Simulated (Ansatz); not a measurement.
ZrSeS (1T monolayer), computed twice by G0W0.

The cell holds 3 atoms: 1 Zr, 1 S and 1 Se. Its edges and angles: a = 3.659 Å, b = 3.659 Å, c = 29.300 Å, α = 90.0°, β = 90.0°, γ = 120.0°. Vacuum lies along c.

```xyz
3
Lattice="3.6594 0.0000 0.0000 -1.8297 3.1691 0.0000 0.0000 0.0000 29.3000" Properties=species:S:1:pos:R:3
Zr    0.0000    0.0000   14.7690
S     0.0000    2.1127   16.1687
Se    1.8297    1.0564   13.1313
```

The structure was relaxed with PBEsol-D3(BJ). The runs that relaxed it are not among those shown.

The first (Ansatz 0.2.0; start PBEsol, 6×6×1 mesh, 501 empty bands, screening to 75 eV, PAW set soft_1 files; 4 threads of Arm Neoverse V1, shared host) gave, on its mesh: starting gap 0.48 eV, G0W0 gap 1.36 eV, mean of 1 + 4πα/V (set by the cell height) 3.95, 7.5 min.

The second changes empty bands from 501 to 202 and screening cutoff (eV) from 75.0 to 41. What does it give?

It gave: starting gap 0.48 eV, G0W0 gap 1.27 eV, mean of 1 + 4πα/V (set by the cell height) 3.98, 72 s. The G0W0 gap moves by −0.09 eV, +0.00 eV from the start and −0.09 eV from the correction. Σc changes by +0.29 eV at the valence top and +0.20 eV at the conduction bottom, and Σx − Vxc between them by −0.0002 eV.

Limits: not at the basis limit; coarse mesh for a sheet; no spin-orbit coupling.

[Paths, hosts, dates, memory and timing lines, banners, echoed tables and standing remarks are left out of the program output.]

[Logs are printed without paths, hosts, clocks, repeated set-up lines and the standing remarks that a program may print on its own settings, such as how far it seeks lower states.]

[Runs of the session that timed out or met a known fault of the program may be left out.]

[Cells called generated may have been cut or substituted from an entry of the Crystallography Open Database or the Materials Project.]

[Hosts, paths, dates, database ids (printed as entryN), source tags and the programs' standing remarks are cut or masked in the printed files.]
